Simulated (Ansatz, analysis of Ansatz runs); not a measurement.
## A hop of Mg in Mg2TiO4 (Imma), charge 0

Aim: the barrier of one jump in Mg2TiO4 (Imma) at charge 0: V_Mg hop (3.5 Å). The model is a cell of 56 host atoms with 1 Mg taken out; Mg is the atom that moves.

Program: Ansatz 0.2.0. Level of theory: plane-wave PAW DFT, PBEsol; nudged elastic band between two relaxed defect structures. Values are calculated unless marked as measured.

### 1. The structure

The cell holds 55 atoms: 15 Mg, 8 Ti and 32 O. Its edges and angles: a = 8.408 Å, b = 8.408 Å, c = 8.478 Å, α = 90.0°, β = 90.0°, γ = 89.7°. It derives from Mg2TiO4 (space group Imma). Nearest the centre at fractional (0.938, 0.562, 0.307): O50 at 1.01 Å, Mg13 at 1.73 Å, O39 at 2.24 Å, O31 at 2.38 Å, O55 at 2.40 Å, Ti21 at 2.71 Å, Mg8 at 2.72 Å, Ti19 at 2.76 Å.

The cell's shortest repeat is 8.4 Å.

### 2. Relaxation of the start point, charge 0

A barrier is counted from a minimum, so both ends are relaxed first. Small random displacements break the symmetry of the ideal sites, so that the defect can distort if it gains by it.

File q0.start/input.yaml:

```yaml
crystal:
  lattice:
    - [5.93160526, 5.95895149, 0.0]
    - [-5.93160526, 5.95895149, 0.0]
    - [0.0, 0.0, 8.47824647]
  atoms:
    - { symbol: Mg, position: [0.375, 0.375, 0.13611587] }
    - { symbol: Mg, position: [0.375, 0.875, 0.63611587] }
    - { symbol: Mg, position: [0.875, 0.375, 0.63611587] }
    - { symbol: Mg, position: [0.875, 0.875, 0.13611587] }
    - { symbol: Mg, position: [0.25, 0.0, 0.25] }
    - { symbol: Mg, position: [0.25, 0.5, 0.75] }
    - { symbol: Mg, position: [0.75, 0.0, 0.75] }
    - { symbol: Mg, position: [0.0, 0.25, 0.25] }
    - { symbol: Mg, position: [0.0, 0.75, 0.75] }
    - { symbol: Mg, position: [0.5, 0.25, 0.75] }
    - { symbol: Mg, position: [0.5, 0.75, 0.25] }
    - { symbol: Mg, position: [0.125, 0.125, 0.86388413] }
    - { symbol: Mg, position: [0.125, 0.625, 0.36388413] }
    - { symbol: Mg, position: [0.625, 0.125, 0.36388413] }
    - { symbol: Mg, position: [0.625, 0.625, 0.86388413] }
    - { symbol: Ti, position: [0.25, 0.25, 0.5] }
    - { symbol: Ti, position: [0.25, 0.75, 0.0] }
    - { symbol: Ti, position: [0.75, 0.25, 0.0] }
    - { symbol: Ti, position: [0.75, 0.75, 0.5] }
    - { symbol: Ti, position: [0.0, 0.0, 0.5] }
    - { symbol: Ti, position: [0.0, 0.5, 0.0] }
    - { symbol: Ti, position: [0.5, 0.0, 0.0] }
    - { symbol: Ti, position: [0.5, 0.5, 0.5] }
    - { symbol: O, position: [0.01287539, 0.23712461, 0.49805415] }
    - { symbol: O, position: [0.01287539, 0.73712461, 0.99805415] }
    - { symbol: O, position: [0.51287539, 0.23712461, 0.99805415] }
    - { symbol: O, position: [0.51287539, 0.73712461, 0.49805415] }
    - { symbol: O, position: [0.23712461, 0.01287539, 0.49805415] }
    - { symbol: O, position: [0.23712461, 0.51287539, 0.99805415] }
    - { symbol: O, position: [0.73712461, 0.01287539, 0.99805415] }
    - { symbol: O, position: [0.73712461, 0.51287539, 0.49805415] }
    - { symbol: O, position: [0.00722809, 0.00722809, 0.27354562] }
    - { symbol: O, position: [0.00722809, 0.50722809, 0.77354562] }
    - { symbol: O, position: [0.50722809, 0.00722809, 0.77354562] }
    - { symbol: O, position: [0.50722809, 0.50722809, 0.27354562] }
    - { symbol: O, position: [0.24277191, 0.24277191, 0.27354562] }
    - { symbol: O, position: [0.24277191, 0.74277191, 0.77354562] }
    - { symbol: O, position: [0.74277191, 0.24277191, 0.77354562] }
    - { symbol: O, position: [0.74277191, 0.74277191, 0.27354562] }
    - { symbol: O, position: [0.25722809, 0.25722809, 0.72645438] }
    - { symbol: O, position: [0.25722809, 0.75722809, 0.22645438] }
    - { symbol: O, position: [0.75722809, 0.25722809, 0.22645438] }
    - { symbol: O, position: [0.75722809, 0.75722809, 0.72645438] }
    - { symbol: O, position: [0.26287539, 0.48712461, 0.50194585] }
    - { symbol: O, position: [0.26287539, 0.98712461, 0.00194585] }
    - { symbol: O, position: [0.76287539, 0.48712461, 0.00194585] }
    - { symbol: O, position: [0.76287539, 0.98712461, 0.50194585] }
    - { symbol: O, position: [0.49277191, 0.49277191, 0.72645438] }
    - { symbol: O, position: [0.49277191, 0.99277191, 0.22645438] }
    - { symbol: O, position: [0.99277191, 0.49277191, 0.22645438] }
    - { symbol: O, position: [0.99277191, 0.99277191, 0.72645438] }
    - { symbol: O, position: [0.48712461, 0.26287539, 0.50194585] }
    - { symbol: O, position: [0.48712461, 0.76287539, 0.00194585] }
    - { symbol: O, position: [0.98712461, 0.26287539, 0.00194585] }
    - { symbol: O, position: [0.98712461, 0.76287539, 0.50194585] }
basis:
  ecutwfc: 420
  xc_grid: 2
hamiltonian:
  xc: pbesol
kpoints:
  mp_grid: { grid: [1, 1, 1], shift: [0.25, 0.25, 0.25] }
scf:
  occupations: { method: fixed }
  max_iter: 150
output:
  forces: true
relax:
  f_tol: 0.02
  max_steps: 70
  random_displacement: { amplitude: 0.03, seed: 2387 }
```

Run with:

```sh
$ ansatz run input.yaml --threads 4 --pin off --max-ram 14131MiB --backend cpu --events-out ev --progress --plain --runs-dir out
```

Log:

```text
The last accepted step is kept in <dir> (removed where the run ends without a failure and the disk answers)
Engine: ansatz 0.2.0, aarch64-unknown-linux-gnu
Pseudopotentials: kind: paw
Pseudopotential: Mg, paw, valence charge 10, recommended cutoff 420 eV (normal), Mg.paw.azcp
Pseudopotential: Ti, paw, valence charge 12, recommended cutoff 420 eV (normal), Ti.paw.azcp
Pseudopotential: O, paw, valence charge 6, recommended cutoff 420 eV (normal), O.paw.azcp
Functional definition: PBEsol
  exchange = pbesol_x
  correlation = pbesol_c
Crystal: 55 atoms, lattice volume = 599.347 Å³
Basis set: ecut = 420 eV, 11701 PW (Γ), exchange–correlation on 120×120×120 points (8 copies of the dense FFT grid, shifted against one another)
Bands: 274, of which v1, the nominal top of the filled ones, is band 219 counted from 1 (218 counted from 0)
Symmetry: 1 space group operations
k-points: 1
Non-local potential: Mg, projectors of the file, l = 0: 3, l = 1: 2, l = 2: 1
Non-local potential: Ti, projectors of the file, l = 0: 3, l = 1: 2, l = 2: 3, l = 3: 1
Non-local potential: O, projectors of the file, l = 0: 2, l = 1: 2, l = 2: 1
PAW form: soft (Blöchl's): semilocal exchange-correlation on the pseudo side does not see the compensation charge
PAW frozen core: Mg, regenerated for the run's functional, and the local potential with it (the file was generated under x = pbe(κ = 0.804, μ = 0.219515), c = pbe(β = 0.066725))
PAW frozen core: Ti, regenerated for the run's functional, and the local potential with it (the file was generated under x = pbe(κ = 0.804, μ = 0.219515), c = pbe(β = 0.066725))
PAW frozen core: O, regenerated for the run's functional, and the local potential with it (the file was generated under x = pbe(κ = 0.804, μ = 0.219515), c = pbe(β = 0.066725))
PAW one-centre angular grid: Mg, 110 points (default); XC on 64 Gauss nodes
PAW one-centre angular grid: Ti, 590 points (default); XC on 64 Gauss nodes
PAW one-centre angular grid: O, 110 points (default); XC on 64 Gauss nodes
Initial density: superposition of atomic densities (neutral atoms: chi_scale 0, normalization atom), corrected by the library's trained network
Initial wavefunctions: pseudopotential atomic-orbital guess
Functional: x = pbesol(κ = 0.804, μ = 0.123457), c = pbesol(β = 0.046)
SCF iter   1: F=—  HF=-66492.063160 eV  |F-HF|=—  |Δ(HF+E_count)|=         —  Δρ=3.00e-2  dr2=6.80e0  ethr=1.77e-3  ⟨swp⟩=5.0  Hψ=762  notcnv=0  defer=50
preconditioner: auto → Resta (q_TF=auto, 2.589 Å⁻¹)  ε∞=5.8  [insulator: Δε(μ)=0.107 eV  Ē_g=11.051 eV  n_scr=178 (ndim 8)  ℏωp=24.2 eV  f_vac=0.043  ε∞_Penn≈5.8]
SCF iter   2: F=—  HF=-66493.091263 eV  |F-HF|=—  |Δ(HF+E_count)|=    1.03e0  Δρ=4.52e-2  dr2=1.41e1  ethr=1.55e-3  ⟨swp⟩=2.0  Hψ=416  notcnv=0  defer=53
SCF iter   3: F=—  HF=-66491.722219 eV  |F-HF|=—  |Δ(HF+E_count)|=    1.37e0  Δρ=3.41e-2  dr2=8.70e0  ethr=1.55e-3  ⟨swp⟩=2.0  Hψ=328  notcnv=0  defer=53
SCF iter   4: F=—  HF=-66491.552269 eV  |F-HF|=—  |Δ(HF+E_count)|=   1.70e-1  Δρ=3.02e-2  dr2=6.99e0  ethr=1.55e-3  ⟨swp⟩=2.0  Hψ=293  notcnv=0  defer=48
SCF iter   5: F=—  HF=-66491.735127 eV  |F-HF|=—  |Δ(HF+E_count)|=   1.83e-1  Δρ=2.83e-2  dr2=5.95e0  ethr=1.55e-3  ⟨swp⟩=2.0  Hψ=228  notcnv=0  defer=48
SCF iter   6: F=—  HF=-66491.413940 eV  |F-HF|=—  |Δ(HF+E_count)|=   3.21e-1  Δρ=2.08e-2  dr2=3.19e0  ethr=1.36e-3  ⟨swp⟩=2.0  Hψ=224  notcnv=0  defer=48
SCF iter   7: F=—  HF=-66491.404152 eV  |F-HF|=—  |Δ(HF+E_count)|=   9.79e-3  Δρ=2.35e-2  dr2=4.00e0  ethr=7.29e-4  ⟨swp⟩=2.0  Hψ=227  notcnv=0  defer=48
SCF iter   8: F=—  HF=-66491.310796 eV  |F-HF|=—  |Δ(HF+E_count)|=   9.34e-2  Δρ=2.10e-2  dr2=3.17e0  ethr=7.29e-4  ⟨swp⟩=1.0  Hψ=223  notcnv=0  defer=48
SCF iter   9: F=—  HF=-66491.331325 eV  |F-HF|=—  |Δ(HF+E_count)|=   2.05e-2  Δρ=2.23e-2  dr2=3.68e0  ethr=7.23e-4  ⟨swp⟩=1.0  Hψ=292  notcnv=0  defer=51
[...]
SCF iter 143: F=—  HF=-66491.232694 eV  |F-HF|=—  |Δ(HF+E_count)|=   1.39e-5  Δρ=6.12e-3  dr2=2.22e-1  ethr=5.07e-5  ⟨swp⟩=1.0  Hψ=226  notcnv=0  defer=48
SCF iter 144: F=—  HF=-66491.232709 eV  |F-HF|=—  |Δ(HF+E_count)|=   1.42e-5  Δρ=6.34e-3  dr2=2.46e-1  ethr=5.06e-5  ⟨swp⟩=1.0  Hψ=226  notcnv=0  defer=48
SCF iter 145: F=—  HF=-66491.232712 eV  |F-HF|=—  |Δ(HF+E_count)|=   3.79e-6  Δρ=6.23e-3  dr2=2.41e-1  ethr=5.06e-5  ⟨swp⟩=1.0  Hψ=226  notcnv=0  defer=48
SCF iter 146: F=—  HF=-66491.232841 eV  |F-HF|=—  |Δ(HF+E_count)|=   1.28e-4  Δρ=1.21e-2  dr2=9.76e-1  ethr=5.06e-5  ⟨swp⟩=1.0  Hψ=226  notcnv=0  defer=48  recentre
SCF iter 147: F=—  HF=-66491.232758 eV  |F-HF|=—  |Δ(HF+E_count)|=   8.25e-5  Δρ=6.81e-3  dr2=3.05e-1  ethr=5.06e-5  ⟨swp⟩=1.0  Hψ=226  notcnv=0  defer=48
SCF iter 148: F=—  HF=-66491.232703 eV  |F-HF|=—  |Δ(HF+E_count)|=   5.47e-5  Δρ=6.31e-3  dr2=2.53e-1  ethr=5.06e-5  ⟨swp⟩=1.0  Hψ=504  notcnv=0
SCF iter 149: F=—  HF=-66491.232703 eV  |F-HF|=—  |Δ(HF+E_count)|=   8.27e-8  Δρ=1.06e-2  dr2=7.52e-1  ethr=5.06e-5  ⟨swp⟩=1.0  Hψ=504  notcnv=0  recentre
SCF iter 150: F=—  HF=-66491.230741 eV  |F-HF|=—  |Δ(HF+E_count)|=   1.96e-3  Δρ=9.37e-3  dr2=5.90e-1  ethr=5.06e-5  ⟨swp⟩=1.0  Hψ=504  notcnv=0
Error: did not converge after 150 iterations: dr2 = 5.90e-1 (threshold 1.00e-5), under the density mixer `msr1`, which `scf.mixing.algorithm: auto` chose by the deck's other keys (type `scf.mixing.algorithm: msr1` to keep it); [...]
```

The job ended after 63 s (4 threads of Arm Neoverse V1, shared host; peak memory 1.1 GiB).

Reading the cycles: dr2 is the Hartree energy of the density residual (eV), the measure of convergence; HF is the Harris–Foulkes estimate of the energy, which meets the free energy F at convergence.

Residual by cycle:

cycle, log10 residual and a bar from the least value:
```
        1        0.8 ##############################
       15       -0.1 #########
       28        0.1 ############
       42       -0.3 ###
       55       -0.3 ####
       69        0.0 ##########
       82        0.2 ###############
       96       -0.4 
      109       -0.4 #
      123       -0.1 #########
      136       -0.4 
      150       -0.2 #####
```

The run stopped without converging, so none of its numbers is a property of the system.

After 150 cycles the residual stands at 0.59, with no steady fall over the second half. The cap of 150 cycles in the input ended the loop.

The program's message: “Error: did not converge after 150 iterations: dr2 = 5.90e-1 (threshold 1.00e-5), under the density mixer `msr1`, which `scf.mixing.algorithm: auto` chose by the deck's other keys (type `scf.mixing.alg …”

### 3. Relaxation of the start point, charge 0

A barrier is counted from a minimum, so both ends are relaxed first. Small random displacements break the symmetry of the ideal sites, so that the defect can distort if it gains by it. A width of 0.01 eV lets levels that lie close at the Fermi energy share an electron.

File q0.start_smeared/input.yaml:

```yaml
crystal:
  lattice:
    - [5.93160526, 5.95895149, 0.0]
    - [-5.93160526, 5.95895149, 0.0]
    - [0.0, 0.0, 8.47824647]
  atoms:
    - { symbol: Mg, position: [0.375, 0.375, 0.13611587] }
    - { symbol: Mg, position: [0.375, 0.875, 0.63611587] }
[... 1 atom line left out ...]
    - { symbol: Mg, position: [0.875, 0.875, 0.13611587] }
[... 3 atom lines left out ...]
    - { symbol: Mg, position: [0.0, 0.25, 0.25] }
[... 4 atom lines left out ...]
    - { symbol: Mg, position: [0.125, 0.625, 0.36388413] }
[... 5 atom lines left out ...]
    - { symbol: Ti, position: [0.75, 0.75, 0.5] }
[... 1 atom line left out ...]
    - { symbol: Ti, position: [0.0, 0.5, 0.0] }
[... 3 atom lines left out ...]
    - { symbol: O, position: [0.01287539, 0.73712461, 0.99805415] }
[... 5 atom lines left out ...]
    - { symbol: O, position: [0.73712461, 0.51287539, 0.49805415] }
[... 7 atom lines left out ...]
    - { symbol: O, position: [0.74277191, 0.74277191, 0.27354562] }
[... 2 atom lines left out ...]
    - { symbol: O, position: [0.75722809, 0.25722809, 0.22645438] }
[... 3 atom lines left out ...]
    - { symbol: O, position: [0.76287539, 0.48712461, 0.00194585] }
[... 3 atom lines left out ...]
    - { symbol: O, position: [0.99277191, 0.49277191, 0.22645438] }
[... 4 atom lines left out ...]
    - { symbol: O, position: [0.98712461, 0.76287539, 0.50194585] }
basis:
  ecutwfc: 420
  xc_grid: 2
hamiltonian:
  xc: pbesol
kpoints:
  mp_grid: { grid: [1, 1, 1], shift: [0.25, 0.25, 0.25] }
scf:
  occupations: { method: fermi_dirac, width: 0.01 }
  max_iter: 150
output:
  forces: true
relax:
  f_tol: 0.02
  max_steps: 70
  random_displacement: { amplitude: 0.03, seed: 2387 }
```

Log:

```text
[...]
Crystal: 55 atoms, lattice volume = 599.347 Å³
Basis set: ecut = 420 eV, 11701 PW (Γ), exchange–correlation on 120×120×120 points (8 copies of the dense FFT grid, shifted against one another)
Bands: 274, of which v1, the nominal top of the filled ones, is band 219 counted from 1 (218 counted from 0)
Symmetry: 1 space group operations
k-points: 1
[...]
SCF iter   1: F=—  HF=-66492.053014 eV  |F-HF|=—  |Δ(HF+E_count)|=         —  Δρ=2.99e-2  dr2=6.74e0  ethr=1.77e-3  ⟨swp⟩=6.0  Hψ=983  notcnv=0  defer=33
[...]
SCF iter  21: F=-66491.257426 eV  HF=-66491.257430 eV  |F-HF|=4.01e-6  |Δ(HF+E_count)|=   7.45e-7  Δρ=2.36e-5  dr2=4.51e-6  ethr=2.28e-9  ⟨swp⟩=3.0  Hψ=699  notcnv=0
SCF 1 converged in 21 iterations: F = -66491.257426 eV  dr2 = 4.51e-6
[...]
--- Relaxed structure (10 steps of the walk, 7 accepted, 0 SCFs on fresh bases) ---
  F+E_penalty+E_count = -66492.23732233 eV   max|allowed force component| = 1.205e-2 eV/Å
  atoms:
    - { symbol: Mg, position: [0.369919, 0.373827, 0.132742] }
    - { symbol: Mg, position: [0.375030, 0.874033, 0.632631] }
    [... 1 atom left out ...]
    - { symbol: Mg, position: [0.875428, 0.880573, 0.132329] }
[...]
- { symbol: Mg, position: [-0.005353, 0.254471, 0.252974] }
[...]
- { symbol: Mg, position: [0.129241, 0.625962, 0.367711] }
[...]
- { symbol: Ti, position: [0.753580, 0.744827, 0.492147] }
    [... 1 atom left out ...]
    - { symbol: Ti, position: [-0.012454, 0.502151, 0.004331] }
[...]
- { symbol: O, position: [0.735974, 0.515297, 0.508810] }
    [... 7 atoms left out ...]
    - { symbol: O, position: [0.741695, 0.763317, 0.277387] }
    [... 6 atoms left out ...]
    - { symbol: O, position: [0.763341, 0.484542, -0.008342] }
    [... 3 atoms left out ...]
    - { symbol: O, position: [1.011417, 0.491642, 0.222269] }
    [... 4 atoms left out ...]
    - { symbol: O, position: [0.988479, 0.762999, 0.502964] }
[key lines of the parts left out:]
SCF converged after 15 iterations
Free energy (F): -66492.237322 eV
Fermi energy:    6.644641 eV
```

It took 2 min on 4 threads; peak memory 1.2 GiB.

Relaxation path:

| step | energy less that of the first step (eV) | largest force component (eV/Å) |
| --- | --- | --- |
| 1 | 0.0000 | 1.1485 |
| 2 | -0.6041 | 0.8538 |
| 3 | -0.8794 | 0.4243 |
| 4 | -0.6600 | 0.9266 |
| 5 | -0.9665 | 0.1388 |
| 6 | -0.9382 | 0.1983 |
| 7 | -0.9782 | 0.0558 |
| 8 | -0.9794 | 0.0279 |
| 9 | -0.9777 | 0.0812 |
| 10 | -0.9799 | 0.0121 |

Relaxation steps 4, 6, 9 were tried and not accepted.

The atoms that moved most (Å, from the sites as typed, ahead of the random displacement, the mean shift of all atoms taken out):

| atom | dx | dy | dz | length |
| --- | --- | --- | --- | --- |
| O42 | 0.127 | -0.119 | -0.031 | 0.177 |
| O39 | -0.127 | 0.119 | 0.031 | 0.176 |
| O35 | -0.119 | -0.108 | 0.038 | 0.165 |
| O50 | 0.119 | 0.107 | -0.037 | 0.164 |
| Ti23 | 0.084 | 0.062 | -0.033 | 0.109 |
| Ti21 | -0.085 | -0.059 | 0.035 | 0.109 |
| O31 | -0.020 | 0.010 | 0.089 | 0.092 |
| O46 | 0.020 | -0.010 | -0.089 | 0.092 |

Neighbours of Mg13 at the end:

| atom | distance (Å) |
| --- | --- |
| O50 | 1.946 |
| O41 | 1.956 |
| O44 | 1.994 |
| O55 | 2.008 |
| O35 | 3.258 |
| O25 | 3.416 |
| O29 | 3.417 |
| Ti17 | 3.436 |
| O36 | 3.452 |
| Mg5 | 3.453 |
| O32 | 3.457 |
| Ti21 | 3.465 |
| Mg8 | 3.466 |
| Mg11 | 3.469 |
| Ti19 | 3.473 |
| Ti16 | 3.476 |

This step gave:

```yaml
free_energy: -66492.2373 eV
smearing_term_ts: 0.01533 eV
r_m_s_move_of_the_farther_half_of_the_atoms: 0.02614 Å
largest_move_from_the_ideal_geometry_of_this_structure_a_common_shift_of_the_far_atoms_taken_out: 0.1848 Å
```

The relaxation gained 0.980 eV and ended with a largest force component of 0.012 eV/Å.

(Part 1 of 5 ends here.)

[Long decimals in the printed logs are rounded to 6 places.]

[Repeated set-up lines and some long k-point lines are left out of the logs, and relaxed atomic positions are cut to six decimals.]

[Logs are printed without paths, hosts, clocks, repeated set-up lines and the standing remarks that a program may print on its own settings, such as how far it seeks lower states.]

[Hosts, paths, dates, database ids (printed as entryN), source tags and the programs' standing remarks are cut or masked in the printed files.]
